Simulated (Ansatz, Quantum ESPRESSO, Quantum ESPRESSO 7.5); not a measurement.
## Al2O2, 1 layer: response to a perpendicular field

Wanted: polarisability and gap of Al2O2, 1 layer against a perpendicular field.

Main program and level: Quantum ESPRESSO 7.5; plane-wave DFT, PBE, SG15 norm-conserving pseudopotentials (geometry and cross-check by Ansatz 0.2.0 with PAW datasets; geometry under PBE).

**1. The starting structure**

The cell holds 4 atoms: 2 O and 2 Al. Its edges and angles: a = 2.964 Å, b = 2.964 Å, c = 21.071 Å, α = 90.0°, β = 90.0°, γ = 120.0°. It derives from Al2O2. Vacuum lies along c.

**2. Geometry from Ansatz**

The geometry comes first, from a plane-wave PAW code, so that the later runs on this slab share one structure.

Input file input.yaml:

```yaml
crystal:
  lattice:
    - [2.964, 0.0, 0.0]
    - [-1.482, 2.5668992968, 0.0]
    - [0.0, 0.0, 21.0711426347]
  atoms:
    - { symbol: O, position: [0.3333333333, 0.6666666667, 0.4033953045] }
    - { symbol: Al, position: [0.0, 0.0, 0.4425754919] }
    - { symbol: Al, position: [0.0, 0.0, 0.5574245081] }
    - { symbol: O, position: [0.3333333333, 0.6666666667, 0.5966046955] }
kpoints:
  mp_grid: { grid: [12, 12, 1] }
hamiltonian:
  xc: pbe
scf:
  occupations: { method: fermi_dirac, width: 0.05 }
  convergence: { dr2_threshold: 1.0e-08 }
efield:
  axis: 3
  dipole_correction: true
  ramp_position: 0.97
  ramp_width: 0.04
relax:
  f_tol: 0.01
  cell: { fix: [c, alpha, beta] }
output:
  write_potential: true
  write_density: true
  volumetric_format: npy
```

The run is started by

```sh
$ ansatz run input.yaml --threads 4 --pin off --max-ram 8192MiB --backend cpu --events-out ev --progress --plain --runs-dir out
```

Numbers of over 12 decimals in the logs are rounded to 6 here.

Output:

```text
Warning: relax.cell: scf.convergence.dr2_threshold = 1e-8 eV is looser than the 4e-10 eV advised for a relaxation that steers and ends on the stress (1e-10 eV for each atom of the cell: 4). What an SCF threshold leaves in a stress goes as its square root, and in the free energy as the threshold itself, and one threshold admits the most on a small cell: [figures from the program's tests cut] Set scf.convergence.dr2_threshold to 4e-10 eV or tighter. The threshold is an SCF's pass mark: one that does not reach it within its budget of iterations ends unconverged, or closes short of it on a stop that the run arms, and scf.convergence.dr2_threshold's page says what that costs each kind of run
Engine: ansatz 0.2.0, aarch64-unknown-linux-gnu
Pseudopotentials: kind: paw
Pseudopotential: O, paw, valence charge 6, recommended cutoff 420 eV (normal), O.paw.azcp
Pseudopotential: Al, paw, valence charge 3, recommended cutoff 420 eV (normal), Al.paw.azcp
Functional definition: PBE
  parameter kappa = 0.804
  parameter beta = 0.066725
  exchange = pbe_x(kappa = kappa, mu = beta*pi^2/3)
  correlation = pbe_c(beta = beta)
Crystal: 4 atoms, lattice volume = 160.315 Å³
Basis set: ecut = 420 eV, 3083 PW (Γ), exchange–correlation on 40×40×288 points (8 copies of the dense FFT grid, shifted against one another)
Bands: 13, of which v1, the nominal top of the filled ones, is band 9 counted from 1 (8 counted from 0)
Symmetry: 6 space group operations
k-points: 19 of 144 (time reversal used)
Non-local potential: O, projectors of the file, l = 0: 2, l = 1: 2, l = 2: 1
Non-local potential: Al, projectors of the file, l = 0: 2, l = 1: 2, l = 2: 1
PAW form: soft (Blöchl's): semilocal exchange-correlation on the pseudo side does not see the compensation charge
PAW one-centre angular grid: O, 110 points (default); XC on 64 Gauss nodes
PAW one-centre angular grid: Al, 110 points (default); XC on 64 Gauss nodes
Initial density: superposition of atomic densities (neutral atoms: chi_scale 0, normalization atom), corrected by the library's trained network
Initial wavefunctions: pseudopotential atomic-orbital guess
Functional: x = pbe(κ = 0.804, μ = 0.219515), c = pbe(β = 0.066725)
SCF iter   1: F=—  HF=-2213.426222 eV  |F-HF|=—  |Δ(HF+E_count)|=         —  Δρ=4.69e-3  dr2=3.60e-2  ethr=1.77e-3  p=-0.000 e·Å  D=-3.36e-5 V/Å  ΔV_dip=0.00 eV  dr2_dipole=6.81e-10  V_vac-E_F(+/−)=6.65/6.65 eV  ⟨swp⟩=9.8  Hψ=2147  notcnv=0
efield: sawtooth ramp at fractional position 0.9700 (set: `efield.ramp_position`, or a place that a band, a saddle search or an elastic batch's reference lends), width 0.0400; the density the first Hamiltonian is built on has a dipole p = -0.000 e·Å; the dipole correction subtracts the counter field D = -3.36e-5 V/Å, which shifts the + side's vacuum level by +0.00 eV against the − side's; the planar-averaged density in the ramp window peaks in size at 4.9e-6 e/Å³
preconditioner: auto → none  [insulator: Δε(μ)=1.576 eV  Ē_g=12.772 eV  σ=0.050 eV  W_gap=1.00  n_scr=12 (ndim 8)  ℏωp=12.4 eV  f_vac=0.654  D(μ)=0.00/eV (n_scr^D=0)  ε∞_Penn≈1.9]
SCF iter   2: F=—  HF=-2213.427521 eV  |F-HF|=—  |Δ(HF+E_count)|=   1.30e-3  Δρ=3.92e-3  dr2=3.23e-2  ethr=2.00e-4  p=-0.000 e·Å  D=-5.32e-5 V/Å  ΔV_dip=0.00 eV  dr2_dipole=3.89e-8  V_vac-E_F(+/−)=6.28/6.28 eV  ⟨swp⟩=3.4  Hψ=714  notcnv=0
SCF iter   3: F=—  HF=-2213.420812 eV  |F-HF|=—  |Δ(HF+E_count)|=   6.71e-3  Δρ=1.16e-3  dr2=1.26e-3  ethr=1.79e-4  p=0.000 e·Å  D=1.18e-5 V/Å  ΔV_dip=-0.00 eV  dr2_dipole=5.84e-9  V_vac-E_F(+/−)=6.42/6.42 eV  ⟨swp⟩=2.5  Hψ=443  notcnv=0
SCF iter   4: F=—  HF=-2213.422543 eV  |F-HF|=—  |Δ(HF+E_count)|=   1.73e-3  Δρ=1.39e-4  dr2=2.87e-5  ethr=7.02e-6  p=-0.000 e·Å  D=-1.06e-4 V/Å  ΔV_dip=0.00 eV  dr2_dipole=1.91e-7  V_vac-E_F(+/−)=6.34/6.34 eV  ⟨swp⟩=3.3  Hψ=582  notcnv=0
SCF iter   5: F=—  HF=-2213.422622 eV  |F-HF|=—  |Δ(HF+E_count)|=   7.97e-5  Δρ=6.37e-5  dr2=6.88e-6  ethr=1.60e-7  p=0.000 e·Å  D=2.45e-4 V/Å  ΔV_dip=-0.01 eV  dr2_dipole=1.04e-6  V_vac-E_F(+/−)=6.34/6.34 eV  ⟨swp⟩=2.5  Hψ=461  notcnv=0
SCF iter   6: F=—  HF=-2213.422632 eV  |F-HF|=—  |Δ(HF+E_count)|=   9.15e-6  Δρ=6.32e-5  dr2=1.40e-5  ethr=3.82e-8  p=-0.000 e·Å  D=-4.09e-4 V/Å  ΔV_dip=0.01 eV  dr2_dipole=3.00e-6  V_vac-E_F(+/−)=6.34/6.34 eV  ⟨swp⟩=2.6  Hψ=430  notcnv=0
SCF iter   7: F=—  HF=-2213.422631 eV  |F-HF|=—  |Δ(HF+E_count)|=   3.86e-7  Δρ=1.26e-5  dr2=2.94e-7  ethr=3.82e-8  p=0.000 e·Å  D=3.64e-5 V/Å  ΔV_dip=-0.00 eV  dr2_dipole=2.29e-8  V_vac-E_F(+/−)=6.34/6.34 eV  ⟨swp⟩=2.6  Hψ=365  notcnv=0
SCF iter   8: F=-2213.422632 eV  HF=-2213.422632 eV  |F-HF|=8.93e-9  |Δ(HF+E_count)|=   6.46e-7  Δρ=1.65e-6  dr2=2.93e-9  ethr=5.56e-11  p=0.000 e·Å  D=4.15e-6 V/Å  ΔV_dip=-0.00 eV  dr2_dipole=6.22e-11  V_vac-E_F(+/−)=6.34/6.34 eV  ⟨swp⟩=8.9  Hψ=1954  notcnv=0
SCF 1 converged in 8 iterations: F = -2213.422632 eV  dr2 = 2.93e-9
  greatest PAW one-centre occupation: 0.864 electrons in one spin orbital (limit 2), on the O atom at site 0 (counted from 0), in its partial waves of l = 0
relax step   1: F+E_penalty+E_count = -2213.42263191 eV  Δ(F+E_penalty+E_count) = +0.000e0 eV  max|allowed force component| = 3.744e0 eV/Å  Δτ_max = 0.0000 Å  P = -1.361 GPa  Ω = 160.315 Å³  fix = [c, alpha, beta]  reactions: c +0.178 GPa  (8 SCF iters, accepted)
Crystal: 4 atoms, lattice volume = 167.569 Å³
Basis set: ecut = 420 eV, 3251 PW (Γ), exchange–correlation on 40×40×288 points (8 copies of the dense FFT grid, shifted against one another)
Initial density: handed on by an earlier stage of this run
Initial wavefunctions: those handed on with the density
iter 1 solved again at ethr=8.95e-4 eV; its pass at ethr=3.10e-3 eV (dr2=1.61e-1 eV) is discarded
SCF iter   1: F=—  HF=-2213.894251 eV  |F-HF|=—  |Δ(HF+E_count)|=         —  Δρ=5.91e-3  dr2=1.60e-1  ethr=8.95e-4  p=0.000 e·Å  D=2.29e-6 V/Å  ΔV_dip=-0.00 eV  dr2_dipole=1.06e-12  V_vac-E_F(+/−)=5.51/5.51 eV  ⟨swp⟩=1.5  Hψ=2143  notcnv=0
efield: sawtooth ramp at fractional position 0.9700 (set: `efield.ramp_position`, or a place that a band, a saddle search or an elastic batch's reference lends), width 0.0400; the density the first Hamiltonian is built on has a dipole p = 0.000 e·Å; the dipole correction subtracts the counter field D = 2.29e-6 V/Å, which shifts the + side's vacuum level by -0.00 eV against the − side's; the planar-averaged density in the ramp window peaks in size at 1.6e-6 e/Å³
[...]
SCF iter   8: F=—  HF=-2213.907526 eV  |F-HF|=—  |Δ(HF+E_count)|=   1.98e-8  Δρ=2.59e-6  dr2=2.58e-8  ethr=6.81e-10  p=0.000 e·Å  D=1.78e-5 V/Å  ΔV_dip=-0.00 eV  dr2_dipole=5.40e-9  V_vac-E_F(+/−)=4.38/4.38 eV  ⟨swp⟩=1.0  Hψ=247  notcnv=0
SCF iter   9: F=-2213.907526 eV  HF=-2213.907526 eV  |F-HF|=1.03e-9  |Δ(HF+E_count)|=   4.02e-9  Δρ=4.59e-7  dr2=9.50e-10  ethr=5.56e-11  p=0.000 e·Å  D=2.54e-6 V/Å  ΔV_dip=-0.00 eV  dr2_dipole=1.97e-10  V_vac-E_F(+/−)=4.38/4.38 eV  ⟨swp⟩=8.9  Hψ=1490  notcnv=0
SCF 3 converged in 9 iterations: F = -2213.907526 eV  dr2 = 9.50e-10
relax step   3: F+E_penalty+E_count = -2213.90752563 eV  Δ(F+E_penalty+E_count) = -6.890e-2 eV  max|allowed force component| = 2.182e-1 eV/Å  Δτ_max = 0.0075 Å  P = -1.045 GPa  Ω = 163.778 Å³  energy of the carried Pulay correction = -3.505e-3 eV  fix = [c, alpha, beta]  reactions: c -0.317 GPa  (9 SCF iters, accepted)
[...]
relax step   4: F+E_penalty+E_count = -2213.92563576 eV  Δ(F+E_penalty+E_count) = -1.811e-2 eV  max|allowed force component| = 3.794e-2 eV/Å  Δτ_max = 0.0017 Å  P = -0.106 GPa  Ω = 160.787 Å³  energy of the carried Pulay correction = -4.821e-4 eV  fix = [c, alpha, beta]  reactions: c -0.047 GPa  (8 SCF iters, accepted)
[...]
relax step   5: F+E_penalty+E_count = -2213.92606155 eV  Δ(F+E_penalty+E_count) = -4.258e-4 eV  max|allowed force component| = 1.078e-3 eV/Å  Δτ_max = 0.0013 Å  P = +0.003 GPa  Ω = 160.525 Å³  energy of the carried Pulay correction = -2.147e-4 eV  fix = [c, alpha, beta]  reactions: c -0.002 GPa  (6 SCF iters, accepted)
Initial wavefunctions: pseudopotential atomic-orbital guess (no wavefunctions were taken with the density)
iter 1 solved again at ethr=8.33e-7 eV; its pass at ethr=3.10e-3 eV (dr2=1.50e-4 eV) is discarded
SCF iter   1: F=—  HF=-2213.926227 eV  |F-HF|=—  |Δ(HF+E_count)|=         —  Δρ=7.24e-6  dr2=1.45e-8  ethr=8.33e-7  p=-0.000 e·Å  D=-3.20e-6 V/Å  ΔV_dip=0.00 eV  dr2_dipole=8.49e-11  V_vac-E_F(+/−)=4.27/4.27 eV  ⟨swp⟩=3.7  Hψ=2792  notcnv=0
efield: sawtooth ramp at fractional position 0.9700 (set: `efield.ramp_position`, or a place that a band, a saddle search or an elastic batch's reference lends), width 0.0400; the density the first Hamiltonian is built on has a dipole p = -0.000 e·Å; the dipole correction subtracts the counter field D = -3.20e-6 V/Å, which shifts the + side's vacuum level by +0.00 eV against the − side's; the planar-averaged density in the ramp window peaks in size at 3.8e-6 e/Å³
eigensolver tolerance schedule: the retry pair's looser diagonalisation over-reported the residual by 10361.71 of it (diagonalisation noise at an unbounded share of the residual, at the tolerance the schedule requests for it); recorded, not acted on — ethr = c·dr2/N_el stays at c = 1.0e-1
preconditioner: auto → none  [insulator: Δε(μ)=1.289 eV  Ē_g=13.458 eV  σ=0.050 eV  W_gap=1.00  n_scr=12 (ndim 8)  ℏωp=12.4 eV  f_vac=0.659  D(μ)=0.00/eV (n_scr^D=0)  ε∞_Penn≈1.9]
SCF iter   2: F=—  HF=-2213.926291 eV  |F-HF|=—  |Δ(HF+E_count)|=   6.43e-5  Δρ=3.40e-6  dr2=6.31e-9  ethr=5.56e-11  p=0.000 e·Å  D=3.72e-6 V/Å  ΔV_dip=-0.00 eV  dr2_dipole=2.77e-10  V_vac-E_F(+/−)=4.27/4.27 eV  ⟨swp⟩=10.8  Hψ=2294  notcnv=0
SCF iter   3: F=-2213.926291 eV  HF=-2213.926291 eV  |F-HF|=3.00e-9  |Δ(HF+E_count)|=   4.29e-9  Δρ=2.00e-6  dr2=4.72e-9  ethr=3.50e-11  p=-0.000 e·Å  D=-8.17e-6 V/Å  ΔV_dip=0.00 eV  dr2_dipole=7.63e-10  V_vac-E_F(+/−)=4.27/4.27 eV  ⟨swp⟩=7.0  Hψ=1613  notcnv=0
SCF 6 converged in 3 iterations: F = -2213.926291 eV  dr2 = 4.72e-9
relax step   6: F+E_penalty+E_count = -2213.92629107 eV  Δ(F+E_penalty+E_count) = -2.295e-4 eV  max|allowed force component| = 1.160e-3 eV/Å  Δτ_max = 0.0000 Å  P = +0.002 GPa  Ω = 160.525 Å³  fix = [c, alpha, beta]  reactions: c +0.006 GPa  stress off target by 1.67e-4 GPa on what of the cell is left free  SCF on the basis re-selected at this cell (its energy is not comparable with the rows above)  (3 SCF iters)
basis re-selected at this cell: Δ(F+E_penalty+E_count) = -2.295e-4 eV, ΔP = -0.001 GPa vs the last step (what re-selecting the basis moved, of the pressure what is left beyond the Pulay correction that the steps carried, after the strain that the cell walked since its last selection, with what the two solves' SCF thresholds leave and, on support functions, any second-order correction that the steps lacked; it is no m [...]
WARN: The output density's exchange-correlation potential varies sharply where the density is thin. Do not read a vacuum level from v_tot or v_xc, or from such a field of the output density. On a cell that repeats whose density bears no net charge and no dipole along the vacuum's axis use v_es (v_loc + v_h of the components); under efield.dipole_correction with no amplitude use v_es + v_field, which holds any externa [...]
SCF converged after 3 iterations
Free energy (F): -2213.926291 eV
Harris-Foulkes:  -2213.926291 eV  (|F-HF|=3.00e-9)
Internal energy: -2213.926291 eV  (E = F + TS)
E sigma→0 (E₀):  -2213.926291 eV
Entropy (-TS):   -0.000000 eV (-0.000 meV/atom)
Fermi energy:    -0.600912 eV
Dipole field:    D = 0.000033 V/Å  (p = 0.000030 e·Å, saw-weighted, corrected)
Work function:   Φ+ = 4.2732 eV   Φ− = 4.2739 eV
Levels:          The Fermi level and band energies are counted from a zero that moves with the ramp; work functions are not
--- Per-component energies (eV) ---
  E_band       = -174.830494
  E_kinetic    = 403.027702
  E_local      = -7498.841524  (includes V_loc(G=0)·N_el)
  E_nonlocal   = 115.805275
  E_hartree    = 3566.578257
  E_xc         = -228.541659
  E_vxc        = -248.137534  (∫ρ·V_xc dr)
  E_paw        = -1251.881124  (= ΣΔE_a)
  E_vpaw       = -79.845885  (= ΣTr[D̂ρ^β])
  E_aug_tail   = 0.004999  (compensation charges beyond the density's cutoff)
  E_efield     = 0.000000  (sawtooth field / dipole correction)
  E_vefield    = -0.000126  (∫n·V_field dr)
  E_ewald      = 2679.921784
  E_smearing   = -0.000000  (= −TS)
  E_closure    = 0.000000  (closes the sum)
  Σ components = -2213.926291   (vs F -2213.926291, Δ=0.00e0)
--- Forces (eV/Å), atoms counted from 1 ---
  atom   1  O      0.00000000     0.00000000    -0.00116361
  atom   2  Al    -0.00000000    -0.00000000    -0.00051555
  atom   3  Al    -0.00000000    -0.00000000     0.00059323
  atom   4  O      0.00000000     0.00000000     0.00107269
  max |Σ_I F_I| component: 1.32e-5 eV/Å
--- Stress (GPa, compression-positive) ---
       -0.000167      -0.000000      -0.000000
       -0.000000      -0.000167       0.000000
       -0.000000       0.000000       0.006159
  P = ⅓ Tr σ = 0.0019 GPa (0.019 kbar)
--- Band table (eV; the first three rows and the last of 19) ---
  k-point 0: bands = [... 5 lower, -5.7953, -5.7751, -5.7751, -3.6548, 0.4366, 2.5948, 3.5200, 3.6708]
  k-point 1: bands = [... 5 lower, -6.0884, -5.8438, -5.8224, -3.4917, 0.7714, 2.7879, 3.6563, 3.8516]
  k-point 2: bands = [... 5 lower, -6.3683, -5.9732, -5.9487, -3.1746, 1.5629, 3.2621, 4.0343, 4.3505]
  k-point 18: bands = [... 5 lower, -8.2608, -5.7975, -5.3522, -1.2347, 0.2604, 3.1680, 4.5540, 7.0281]
--- Relaxed structure (5 steps of the walk, 5 accepted, 1 SCFs on fresh bases) ---
  F+E_penalty+E_count = -2213.92629107 eV   max|allowed force component| = 1.160e-3 eV/Å   (the final SCF, on the basis selected at the relaxed cell)
  cell:  # Å, volume = 160.5254 Å³
    - [2.965941, 0.0, 0]
    - [-1.482970, 2.568580, 0]
    - [0, 0, 21.0711426347]
  atoms:
    - { symbol: O, position: [0.333333, 0.666667, 0.406343] }
    - { symbol: Al, position: [0, -3.7007434155248937e-17, 0.437788] }
    - { symbol: Al, position: [0, -3.700743415524894e-17, 0.562212] }
    - { symbol: O, position: [0.333333, 0.666667, 0.593657] }
```

It took 6.5 s on 4 threads of Arm Neoverse V2, shared host; peak memory 0.38 GiB; 23 s of CPU time.

Step by step:

| step | energy less that of the first step (eV) | largest force component (eV/Å) | pressure (GPa) | volume (Å³) |
| --- | --- | --- | --- | --- |
| 1 | 0.0000 | 3.7444 | -1.36 | 160.32 |
| 2 | -0.4160 | 0.6637 | -2.22 | 167.57 |
| 3 | -0.4849 | 0.2182 | -1.05 | 163.78 |
| 4 | -0.5030 | 0.0379 | -0.11 | 160.79 |
| 5 | -0.5034 | 0.0011 | 0.00 | 160.53 |
| 6* | -0.5037 | 0.0012 | 0.00 | 160.53 |

Relaxation steps marked * repeat the geometry before them on a plane-wave basis chosen anew for their cell, so energy and pressure can jump there.

Forces are held to the 6 operations that the run works with; a distortion that breaks them can't arise in this run.

| cell as run | before | after | change |
| --- | --- | --- | --- |
| a (Å) | 2.964 | 2.966 | +0.1 % |
| b (Å) | 2.964 | 2.966 | +0.1 % |

The atoms that moved most (Å, along periodic axes as changes of fractional coordinates times the final cell, across vacuum about the mean position):

| atom | dx | dy | dz | length |
| --- | --- | --- | --- | --- |
| Al3 | 0.000 | 0.000 | 0.101 | 0.101 |
| Al2 | 0.000 | 0.000 | -0.101 | 0.101 |
| O4 | 0.000 | 0.000 | -0.062 | 0.062 |
| O1 | 0.000 | 0.000 | 0.062 | 0.062 |

The relaxed structure:

```xyz
4
Lattice="2.9659 0.0000 0.0000 -1.4830 2.5686 0.0000 0.0000 0.0000 21.0711" Properties=species:S:1:pos:R:3
O     0.0000    1.7124    8.5621
Al    0.0000    0.0000    9.2247
Al    0.0000    0.0000   11.8464
O     0.0000    1.7124   12.5090
```

This step gave:

```
free energy                                                      : -2213.9263 eV
Fermi energy                                                     : -0.6009 eV
gap by band count                                                : 1.289 eV
symmetry operations                                              : 6
dipole along the normal                                          : 2.95e-5 e·Å
vacuum level at the upper face over a Fermi level inside the gap : 4.273 eV
vacuum level at the lower face over a Fermi level inside the gap : 4.274 eV
```

(Part 1 of 5 ends here.)

[Logs are printed without paths, hosts, clocks, repeated set-up lines and the standing remarks that a program may print on its own settings, such as how far it seeks lower states.]

[Hosts, paths, dates, database ids (printed as entryN), source tags and the programs' standing remarks are cut or masked in the printed files.]

[Maps of the electrostatic potential energy from Ansatz leave out the sawtooth potential of an applied field or a dipole correction, so their vacuum need not be flat; planar profiles and work functions include it.]
